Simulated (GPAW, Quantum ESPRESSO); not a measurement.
# BN (P6_3/mmc): the N K absorption edge, part 3 of 6

Do two independent programs agree on the N K edge of BN (P6_3/mmc)? The same cell and functional are run with XSpectra and with GPAW.

Quantum ESPRESSO 7.5 and GPAW 26.7.0; core-hole supercells, plane-wave PAW PBE.

So far. Step 2 (Ground state of the crystal (Quantum ESPRESSO)): The mesh shows a gap of 4.30 eV, so the hole is first treated in a charged cell, without the excited electron. Step 3 (Spectrum without a core hole, N atom 1 (Quantum …): Main maxima below 24 eV (height): 4.0 eV (0.79), 8.5 eV (1.51), 11.1 eV (0.91), 13.5 eV (1.17), 14.7 eV (1.30) and 16.3 eV (2.16).

The database entry behind the starting cell differs from later determinations by our own check (about 0.3 % short, minor phase), so it need not match the best structure at ambient conditions.

## 8. Spectrum with FCH, N atom 1 (Quantum ESPRESSO)

Level of this step: X-ray absorption near-edge structure, plane-wave PAW PBE, one-electron final states by a Lanczos continued fraction (Quantum ESPRESSO).

The Lanczos recursion gives the spectrum without computing empty bands; each polarisation needs a run of its own on the full k mesh. xe0 is set between filled and empty states, and states below it are cut. The file of filecore holds the core orbital, taken from the hole-free data set.

The input, xspectra.in:

```
&input_xspectra
   calculation='xanes_dipole', edge='K'
   prefix='x', outdir='tmp', xiabs=1, xe0=7.1126
   xonly_plot=.false., x_save_file='xanes.sav'
   xniter=3000, xcheck_conv=20, xerror=0.005
   xcoordcrys=.false., xepsilon(1)=1, xepsilon(2)=0, xepsilon(3)=0
/
&plot
   xnepoint=413, xemin=-10, xemax=45, terminator=.true., cut_occ_states=.true.
   xgamma=0.4
/
&pseudos
   filecore='../N.wfc'
/
&cut_occ
   cut_desmooth=0.1, cut_stepl=0.05, cut_stepu=0.05, cut_ierror=1e-5
/
4 4 4 0 0 0
```

xspectra_1.in, as its differences from xspectra.in of step 8:

```diff
@@ -5,3 +5,3 @@
    xniter=3000, xcheck_conv=20, xerror=0.005
-   xcoordcrys=.false., xepsilon(1)=1, xepsilon(2)=0, xepsilon(3)=0
+   xcoordcrys=.false., xepsilon(1)=0, xepsilon(2)=0, xepsilon(3)=1
 /
```

On the command line:

```
> OMP_NUM_THREADS=1 mpirun --oversubscribe --bind-to none -np 4 xspectra.x -nk 4 -in xspectra.in > xspectra.out
```

Log:

```text
     [... banner and references ...]
Reading input_file

     calculation: xanes_dipole

     xepsilon  [cartesian coordinates]:   1.000000   0.000000   0.000000

     xonly_plot: FALSE
        => complete calculation: Lanczos + spectrum plot

     filecore (core-wavefunction file): ../N.wfc

     main plot parameters:
        cut_occ_states: TRUE
        gamma_mode:  constant
        -> using xgamma [eV]:  0.40
        xemin [eV]: -10.00
        xemax [eV]:  45.00
        xnepoint:  413
        xe0 [eV]:   7.112600 (energy zero read in input file)

     WARNING: variable ef_r is obsolete

                      Reading SCF save directory: x.save

     tmp/x.save/

     Exchange-correlation= PBE
                           (   1   4   3   4   0   0   0)

     G-vector sticks info

                           Getting the Fermi energy

     From SCF save directory:
        ehomo [eV]:    5.3661 (highest occupied level)
        elumo [eV]:    8.8591 (lowest occupied level)
        ef    [eV]:    5.3661

     -> ef (in eV) will be written in x_save_file

                           Energy zero of the spectrum

     -> ef will NOT be used as energy zero of the spectrum
       (because xe0 read in input file)

     G-vector sticks info

     bravais-lattice index     =            0
     lattice parameter (alat)  =      12.4906  a.u.
     unit-cell volume          =    1694.2611 (a.u.)^3
     number of atoms/cell      =           28
     number of atomic types    =            3
     number of electrons       =       112.00
     number of Kohn-Sham states=           60
     kinetic-energy cutoff     =      46.0000  Ry
     charge density cutoff     =     360.0000  Ry
     Exchange-correlation= PBE
                           (   1   4   3   4   0   0   0)

     celldm(1)=  12.490564  celldm(2)=   0.000000  celldm(3)=   0.000000
     celldm(4)=   0.000000  celldm(5)=   0.000000  celldm(6)=   0.000000

     crystal axes: (cart. coord. in units of alat)
               a(1) = (   0.944911   0.327327   0.000000 )
               a(2) = (  -0.755929   0.654654   0.000000 )
               a(3) = (   0.000000   0.000000   1.003930 )

     reciprocal axes: (cart. coord. in units 2 pi/alat)
               b(1) = (  0.755929  0.872872 -0.000000 )
               b(2) = ( -0.377964  1.091089  0.000000 )
               b(3) = (  0.000000 -0.000000  0.996085 )

     ../pp/N.pbe-n-kjpaw-1sch.UPF
     Pseudo is Projector augmented-wave + core cor, Zval =  6.0
     Shape of augmentation charge: PSQ
     Using radial grid of 1085 points,  4 beta functions with:
                l(1) =   0
                l(2) =   0
                l(3) =   1
                l(4) =   1
     Q(r) pseudized with 0 coefficients

     ../pp/N.pbe-n-kjpaw.UPF
     Pseudo is Projector augmented-wave + core cor, Zval =  5.0
     Shape of augmentation charge: PSQ
     Using radial grid of 1085 points,  4 beta functions with:
                l(1) =   0
[...]
Q(r) pseudized with 0 coefficients

     ../pp/B.pbe-n-kjpaw.UPF
     Pseudo is Projector augmented-wave + core cor, Zval =  3.0
     Shape of augmentation charge: PSQ
     Using radial grid of 1059 points,  4 beta functions with:
[...]
l(2) =   0
                l(3) =   1
                l(4) =   1
     Q(r) pseudized with 0 coefficients

     atomic species   valence    mass     pseudopotential
     N0                6.00     1.00000     N ( 1.00)
     N                 5.00     1.00000     N ( 1.00)
     B                 3.00     1.00000     B ( 1.00)

      2 Sym. Ops. (no inversion) found

   Cartesian axes

     site n.     atom                  positions (alat units)
         1        N0     tau(   1) = (   0.1889822   0.1091089   0.2509826  )
         2        N      tau(   2) = (  -0.0000000   0.4364358   0.2509826  )
         3        N      tau(   3) = (  -0.1889822   0.7637626   0.2509826  )
         4        N      tau(   4) = (   0.3779645   0.4364358   0.2509826  )
[...]
k(    3) = (   0.0000000   0.0000000   0.4980425), wk =   0.0312500
        k(    4) = (   0.0000000   0.0000000   0.7470638), wk =   0.0312500
        k(    5) = (  -0.0944911   0.2727724   0.0000000), wk =   0.0312500
[...]
k(   62) = (   0.2834734   1.4729708   0.2490213), wk =   0.0312500
        k(   63) = (   0.2834734   1.4729708   0.4980425), wk =   0.0312500
        k(   64) = (   0.2834734   1.4729708   0.7470638), wk =   0.0312500

     Dense  grid:   195519 G-vectors     FFT dimensions: (  75,  75,  80)

     Smooth grid:    71407 G-vectors     FFT dimensions: (  54,  54,  60)

     The potential is recalculated from file :
     tmp/x.save/charge-density

     Starting wfcs are  112 atomic wfcs
     Checking if some PAW data can be deallocated...

               Reading core wavefunction file for the absorbing atom

     ../N.wfc successfully read

                              Attributing the PAW radii
                     for the absorbing atom [units: Bohr radius]

        PAW proj 1: r_paw(l= 0)= 1.95  (1.5*r_cut)
        PAW proj 2: r_paw(l= 0)= 1.95  (1.5*r_cut)
        PAW proj 3: r_paw(l= 1)= 2.03  (1.5*r_cut)
        PAW proj 4: r_paw(l= 1)= 2.03  (1.5*r_cut)

        NB: The calculation will not necessary use all these r_paw values.
            - For a edge in the electric-dipole approximation,
              only the r_paw(l=1) values are used.
            - For a K edge in the electric-quadrupole approximation,
              only the r_paw(l=2) values are used.

            - For a L2 or L3 edge in the electric-quadrupole approximation,

              all projectors (s, p and d) are used.

                          Starting XANES calculation
                     in the electric dipole approximation

     Method of calculation based on the Lanczos recursion algorithm
        - STEP 1: Construction of a kpoint-dependent Lanczos basis,
          in which the Hamiltonian is tridiagonal (each 'iter'
          corresponds to the calculation of one more Lanczos vector)
        - STEP 2: Calculation of the cross-section as a continued fraction
          averaged over the k-points.

     ... Begin STEP 1 ...

        Radial transition matrix element(s) used in the calculation of the
        initial vector of the Lanczos basis (|tilde{phi}_abs> normalized)
        | For PAW proj. (l=1) #1: radial matrix element =   0.182641945
        | For PAW proj. (l=1) #2: radial matrix element =   0.220604814

NB: the    16 k-point are not all listed below because npool=  4
        |-------------------------------------------------------------
        ! k-point #     1:  ( 0.0000,  0.0000,  0.0000),  0.0312,   1
        |-------------------------------------------------------------
 okvan= T
        |   Norm of the initial Lanczos vector: 0.14612099E+00
        |   Estimated error at iter     20:   1.00390663
        |   Estimated error at iter     40:   0.57366747
        |   Estimated error at iter     60:   0.26518271
        |   Estimated error at iter     80:   0.13827347
        |   Estimated error at iter    100:   0.11497517
[...]
!   => CONVERGED at iter    240 with error=  0.00307747
        |-------------------------------------------------------------
        ! k-point #     2:  ( 0.0000,  0.0000,  0.2490),  0.0312,   1
        |-------------------------------------------------------------
 okvan= T
        |   Norm of the initial Lanczos vector: 0.14611193E+00
[...]
!   => CONVERGED at iter    320 with error=  0.00439320
        |-------------------------------------------------------------
     [... 13 further k-points ...]
        ! k-point #    16:  (-0.2835,  0.8183,  0.7471),  0.0312,   1
        |-------------------------------------------------------------
 okvan= T
        |   Norm of the initial Lanczos vector: 0.14611076E+00
[...]
|   Estimated error at iter    360:   0.01433689
        |   Estimated error at iter    380:   0.00984844
        |   Estimated error at iter    400:   0.00939986
        !   => CONVERGED at iter    420 with error=  0.00483734

     Results of STEP 1 successfully written in x_save_file
     x_save_file name:
     ->  xanes.sav
     x_save_file version:  2

     ... End STEP 1 ...

     ... Begin STEP 2 ...

     The spectrum is calculated using the following parameters:
        xe0 [eV]:    7.1126
        the occupied states are elimintate from the spectrum
        xemin [eV]: -10.00
        xemax [eV]:  45.00
        xnepoint:  413
        constant broadening parameter [eV]:    0.400
        Core level energy [eV]:  -409.9
         (from electron binding energy of neutral atoms in X-ray data booklet)

     Cross-section successfully written in xanes.dat

     ... End STEP 2 ...

                                END JOB XSpectra
```

It took 3.1 min on 4 MPI ranks of Arm Neoverse V1, shared host; peak memory 0.19 GiB; 13 min of CPU time.

The N K spectrum, N atom 1, full core hole (charged cell) (energy from the lowest empty level; intensity scaled to a mean of 1 over the first 20 eV; the points at xe0, where the cut of filled states can leave a spike, are interpolated; polarised curves are means over the symmetry-equivalent atoms):

| E (eV) | isotropic | ε ⊥ c | ε ∥ c |
| --- | --- | --- | --- |
| -2.0 | 0.06 | 0.03 | 0.12 |
| -1.4 | 0.08 | 0.03 | 0.19 |
| -0.8 | 0.15 | 0.04 | 0.37 |
| -0.2 | 0.40 | 0.05 | 1.12 |
| 0.4 | 0.71 | 0.06 | 2.02 |
| 1.0 | 0.73 | 0.07 | 2.06 |
| 1.6 | 0.64 | 0.10 | 1.70 |
| 2.2 | 0.67 | 0.15 | 1.72 |
| 2.8 | 0.57 | 0.25 | 1.20 |
| 3.4 | 0.69 | 0.41 | 1.26 |
| 4.0 | 0.75 | 0.58 | 1.09 |
| 4.6 | 0.84 | 0.95 | 0.61 |
| 5.2 | 1.27 | 1.62 | 0.56 |
| 5.8 | 1.65 | 2.25 | 0.44 |
| 6.4 | 2.16 | 3.08 | 0.33 |
| 7.0 | 1.98 | 2.78 | 0.37 |
| 7.6 | 1.91 | 2.65 | 0.44 |
| 8.2 | 1.74 | 2.34 | 0.56 |
| 8.8 | 1.30 | 1.73 | 0.42 |
| 9.4 | 0.94 | 1.18 | 0.46 |
| 10.0 | 0.75 | 0.95 | 0.35 |
| 10.6 | 0.89 | 1.21 | 0.25 |
| 11.2 | 0.99 | 1.36 | 0.25 |
| 11.8 | 0.82 | 1.14 | 0.20 |
| 12.4 | 0.92 | 1.29 | 0.17 |
| 13.0 | 1.08 | 1.53 | 0.19 |
| 13.6 | 1.10 | 1.48 | 0.32 |
| 14.2 | 1.25 | 1.52 | 0.70 |
| 14.8 | 1.27 | 1.52 | 0.76 |
| 15.4 | 1.29 | 1.61 | 0.65 |
| 16.0 | 0.87 | 0.97 | 0.65 |
| 16.6 | 0.72 | 0.71 | 0.72 |
| 17.2 | 0.55 | 0.45 | 0.75 |
| 17.8 | 0.56 | 0.32 | 1.03 |
| 18.4 | 0.67 | 0.35 | 1.32 |
| 19.0 | 0.51 | 0.31 | 0.90 |
| 19.6 | 0.37 | 0.27 | 0.58 |
| 20.2 | 0.32 | 0.25 | 0.46 |
| 20.8 | 0.32 | 0.27 | 0.41 |
| 21.4 | 0.31 | 0.30 | 0.34 |
| 22.0 | 0.37 | 0.41 | 0.29 |
| 22.6 | 0.41 | 0.48 | 0.28 |
| 23.2 | 0.33 | 0.39 | 0.21 |
| 23.8 | 0.24 | 0.26 | 0.19 |
| 24.4 | 0.31 | 0.33 | 0.26 |
| 25.0 | 0.42 | 0.43 | 0.39 |
| 25.6 | 0.44 | 0.41 | 0.49 |
| 26.2 | 0.39 | 0.28 | 0.59 |
| 26.8 | 0.36 | 0.23 | 0.61 |
| 27.4 | 0.40 | 0.19 | 0.83 |
| 28.0 | 0.38 | 0.16 | 0.82 |
| 28.6 | 0.39 | 0.14 | 0.90 |
| 29.2 | 0.42 | 0.18 | 0.90 |
| 29.8 | 0.35 | 0.18 | 0.71 |
| 30.4 | 0.34 | 0.17 | 0.66 |
| 31.0 | 0.34 | 0.22 | 0.59 |
| 31.6 | 0.34 | 0.27 | 0.49 |

Main maxima below 24 eV (height): 0.8 eV (0.77), 2.0 eV (0.71), 3.7 eV (0.78), 6.5 eV (2.18), 10.9 eV (1.06) and 15.2 eV (1.34). A K edge sees empty p states; at this planar three-fold site the curve for the electric vector normal to the plane peaks at 0.8 eV, where it is mainly π* that absorbs: that direction carries over 70 % of the weight there.

The hole costs E(hole) − E(ground) = 398.35 eV, and the lowest empty level of the hole cell lies at 8.86 eV, which puts the zero at 407.21 eV. One term is added: -7.82 eV, since the hole is spin-paired here and a spin-polarised one costs that much less in the free atom (computed apart). The photon energy is then 399.39 eV. The functional and the charged cell's background leave an error of a few eV in such absolute values.

## 9. Another broadening

The final state's lifetime shortens with energy, so measured features broaden above the edge; the saved Lanczos coefficients are redrawn with a width that grows.

The input, xspectra_plot.in:

```
&input_xspectra
   calculation='xanes_dipole', edge='K'
   prefix='x', outdir='tmp', xiabs=1, xe0=7.1126
   xonly_plot=.true., x_save_file='xanes.sav'
   xniter=3000, xcheck_conv=20, xerror=0.005
   xcoordcrys=.false., xepsilon(1)=1, xepsilon(2)=0, xepsilon(3)=0
/
&plot
   xnepoint=413, xemin=-10, xemax=45, terminator=.true., cut_occ_states=.true.
   gamma_mode='variable', gamma_energy(1)=4, gamma_energy(2)=25, gamma_value(1)=0.3, gamma_value(2)=2.5
/
&pseudos
   filecore='../N.wfc'
/
&cut_occ
   cut_desmooth=0.1, cut_stepl=0.05, cut_stepu=0.05, cut_ierror=1e-5
/
4 4 4 0 0 0
```

On the command line:

```
> OMP_NUM_THREADS=1 xspectra.x -in xspectra_plot.in > xspectra_plot.out
```

Log:

```text
     [... banner and references ...]
Reading input_file
     -------------------------------------------------------------------------

     calculation: xanes_dipole

     xonly_plot: TRUE
        => only the spectrum plot

     main plot parameters:
        cut_occ_states: TRUE
        gamma_mode:  variable
        -> first, constant up to point ( 4.00, 0.30) [eV]
        -> then, linear up to point (25.00, 2.50) [eV]
        -> finally, constant up to xemax
        xemin [eV]: -10.00
        xemax [eV]:  45.00
        xnepoint:  413
[...]
xemin [eV]: -10.00
        xemax [eV]:  45.00
        xnepoint:  413
        energy-dependent broadening parameter:
         -> first, constant up to point ( 4.00, 0.30) [eV]
         -> then, linear up to point (25.00, 2.50) [eV]
         -> finally, constant up to xemax
        Core level energy [eV]:  -409.9
         (from electron binding energy of neutral atoms in X-ray data booklet)

     Cross-section successfully written in xanes.dat

     -------------------------------------------------------------------------
                                END JOB XSpectra
     -------------------------------------------------------------------------
[key lines of the parts left out:]
Fermi level [eV]:   5.3661
```

Wall time 2.3 s (1 MPI rank); peak memory 0.05 GiB.

With a Lorentzian half width 0.3 eV up to 4 eV, rising linearly to 2.5 eV at 25 eV (counted from xe0, 1.7 eV below the zero used here), the maxima are 0.8 eV (0.87), 2.0 eV (0.78), 6.5 eV (1.91) and 14.0 eV (1.05).

## 10. Supercell with XCH, N atom 1 (Quantum ESPRESSO)

The holes are 6.6 Å apart. The excited electron is kept in the cell, where it fills the lowest empty states and screens the hole.

Changed against the first core-hole run: core hole to XCH.

The input, scf.in:

```
&control
   calculation='scf', prefix='x', pseudo_dir='../pp', outdir='tmp', tprnfor=.true.
/
&system
   ibrav=0, nat=28, ntyp=3, nbnd=70
   ecutwfc=46, ecutrho=360
   occupations='smearing', smearing='gaussian', degauss=0.003
/
&electrons
   conv_thr=2.8e-07, electron_maxstep=120
   mixing_beta=0.5
/
ATOMIC_SPECIES
N0 1.0 N.pbe-n-kjpaw-1sch.UPF
N 1.0 N.pbe-n-kjpaw.UPF
B 1.0 B.pbe-n-kjpaw.UPF
CELL_PARAMETERS angstrom
  6.24560000 2.16353930 0.00000000
  -4.99648000 4.32707861 0.00000000
  0.00000000 0.00000000 6.63570000
ATOMIC_POSITIONS crystal
N0   0.23809524 0.04761905 0.25000000
N    0.38095238 0.47619048 0.25000000
N    0.52380952 0.90476190 0.25000000
N    0.66666667 0.33333333 0.25000000
N    0.80952381 0.76190476 0.25000000
N    0.95238095 0.19047619 0.25000000
N    0.09523810 0.61904762 0.25000000
N    0.19047619 0.23809524 0.75000000
N    0.33333333 0.66666667 0.75000000
N    0.47619048 0.09523810 0.75000000
N    0.61904762 0.52380952 0.75000000
N    0.76190476 0.95238095 0.75000000
N    0.90476190 0.38095238 0.75000000
N    0.04761905 0.80952381 0.75000000
B    0.23809524 0.04761905 0.75000000
B    0.38095238 0.47619048 0.75000000
B    0.52380952 0.90476190 0.75000000
B    0.66666667 0.33333333 0.75000000
B    0.80952381 0.76190476 0.75000000
B    0.95238095 0.19047619 0.75000000
B    0.09523810 0.61904762 0.75000000
B    0.19047619 0.23809524 0.25000000
B    0.33333333 0.66666667 0.25000000
B    0.47619048 0.09523810 0.25000000
B    0.61904762 0.52380952 0.25000000
B    0.76190476 0.95238095 0.25000000
B    0.90476190 0.38095238 0.25000000
B    0.04761905 0.80952381 0.25000000
K_POINTS automatic
3 3 3 0 0 0
```

On the command line:

```
> OMP_NUM_THREADS=1 mpirun --oversubscribe --bind-to none -np 4 pw.x -nk 4 -in scf.in > scf.out
```

Log:

```text
     [... banner and references ...]
[banner, memory and clock lines left out]
using ibrav=0 with symmetry is DISCOURAGED, use correct ibrav instead

     G-vector sticks info

     bravais-lattice index     =            0
     lattice parameter (alat)  =      12.4906  a.u.
     unit-cell volume          =    1694.2611 (a.u.)^3
     number of atoms/cell      =           28
     number of atomic types    =            3
     number of electrons       =       113.00
     number of Kohn-Sham states=           70
     kinetic-energy cutoff     =      46.0000  Ry
     charge density cutoff     =     360.0000  Ry
     scf convergence threshold =      2.8E-07
     mixing beta               =       0.5000
     number of iterations used =            8  plain     mixing
     Exchange-correlation= SLA  PW   PBX  PBC
                           (   1   4   3   4   0   0   0)

     celldm(1)=  12.490564  celldm(2)=   0.000000  celldm(3)=   0.000000
     celldm(4)=   0.000000  celldm(5)=   0.000000  celldm(6)=   0.000000

     crystal axes: (cart. coord. in units of alat)
               a(1) = (   0.944911   0.327327   0.000000 )
               a(2) = (  -0.755929   0.654654   0.000000 )
               a(3) = (   0.000000   0.000000   1.003930 )

     reciprocal axes: (cart. coord. in units 2 pi/alat)
               b(1) = (  0.755929  0.872872 -0.000000 )
               b(2) = ( -0.377964  1.091089  0.000000 )
               b(3) = (  0.000000 -0.000000  0.996085 )

     ../pp/N.pbe-n-kjpaw-1sch.UPF
     Pseudo is Projector augmented-wave + core cor, Zval =  6.0
     Shape of augmentation charge: PSQ
     Using radial grid of 1085 points,  4 beta functions with:
[...]
Davidson diagonalization with overlap
     ethr =  2.62E-10,  avg # of iterations =  5.0

     End of self-consistent calculation

          k = 0.0000 0.0000 0.0000 (  8985 PWs)   bands (ev):

   -15.4539 -12.7714 -12.4112 -10.7503 -10.7503 -10.6276 -10.6275 -10.6059
   -10.3132 -10.3100 -10.3100 -10.2562 -10.2561 -10.2353  -5.0364  -5.0363
    -2.9103  -2.6243  -2.5885  -2.5885  -2.3085  -2.2899  -2.2898  -2.2646
[...]
3.0518   3.6627   3.6628   3.6809   3.6809   3.7343   3.7343   3.7504
     9.9369  10.0508  10.8660  10.8661  11.1469  11.1797  11.1797  11.5154
    11.8053  11.8054  11.8923  11.9012  11.9012  13.4921

     [... bands of 9 further k-points ...]

     the Fermi energy is     9.2503 ev

!    total energy              =    -564.69751116 Ry
     total all-electron energy =     -2201.660921 Ry
     estimated scf accuracy    <       0.00000006 Ry
     smearing contrib. (-TS)   =      -0.00127106 Ry
     internal energy E=F+TS    =    -564.69624011 Ry

     The total energy is F=E-TS. E is the sum of the following terms:
     one-electron contribution =    -116.55570800 Ry
     hartree contribution      =     120.07058054 Ry
     xc contribution           =    -125.14498403 Ry
     ewald contribution        =    -262.89146831 Ry
     one-center paw contrib.   =    -180.17466031 Ry

     convergence has been achieved in  12 iterations

     Forces acting on atoms (cartesian axes, Ry/au):

     atom    1 type  1   force =     0.00000974    0.00002699    0.00000000
     atom    2 type  2   force =     0.01654122   -0.02820070    0.00000000
     atom    3 type  2   force =    -0.03275791   -0.00028557    0.00000000
[...]
atom   27 type  3   force =    -0.00028636    0.00021842    0.00000000
     atom   28 type  3   force =    -0.00087025   -0.08049008    0.00000000

     Total force =     0.168136     Total SCF correction =     0.000256

     XML data file, charge density, pseudopotentials, collected wavefunctions
```

Wall time 75 s (4 MPI ranks); peak memory 0.26 GiB; 5 min of CPU time.

Energy with the hole: -29955.123 eV, cores included.

## 11. Excitation energy, N atom 1 (Quantum ESPRESSO)

With the excited electron kept in the cell the system stays neutral, and the energy difference is an excitation energy by itself. In a small cell that electron takes up a good share of the lowest empty band, or all of one, which shifts the value from the true onset.

The total-energy difference is 407.43 eV. With the free-atom term of -7.82 eV for this edge, the photon energy is 399.61 eV.

(Part 3 of 6 ends here.)

[Banner, clock and machine lines of the logs are left out without a mark of their own.]

[Logs are printed without paths, hosts, clocks, repeated set-up lines and the standing remarks that a program may print on its own settings, such as how far it seeks lower states.]

[Hosts, paths, dates, database ids (printed as entryN), source tags and the programs' standing remarks are cut or masked in the printed files.]

[Lists of maxima count a maximum above −3 eV only where it reaches 4 % of the highest in the window and stands out from its surroundings by 2 % of it (1.5 % where it reaches 55 %); shoulders and weaker maxima are passed over, and of the rest the first, up to two pre-edge ones and the few strongest are named.]
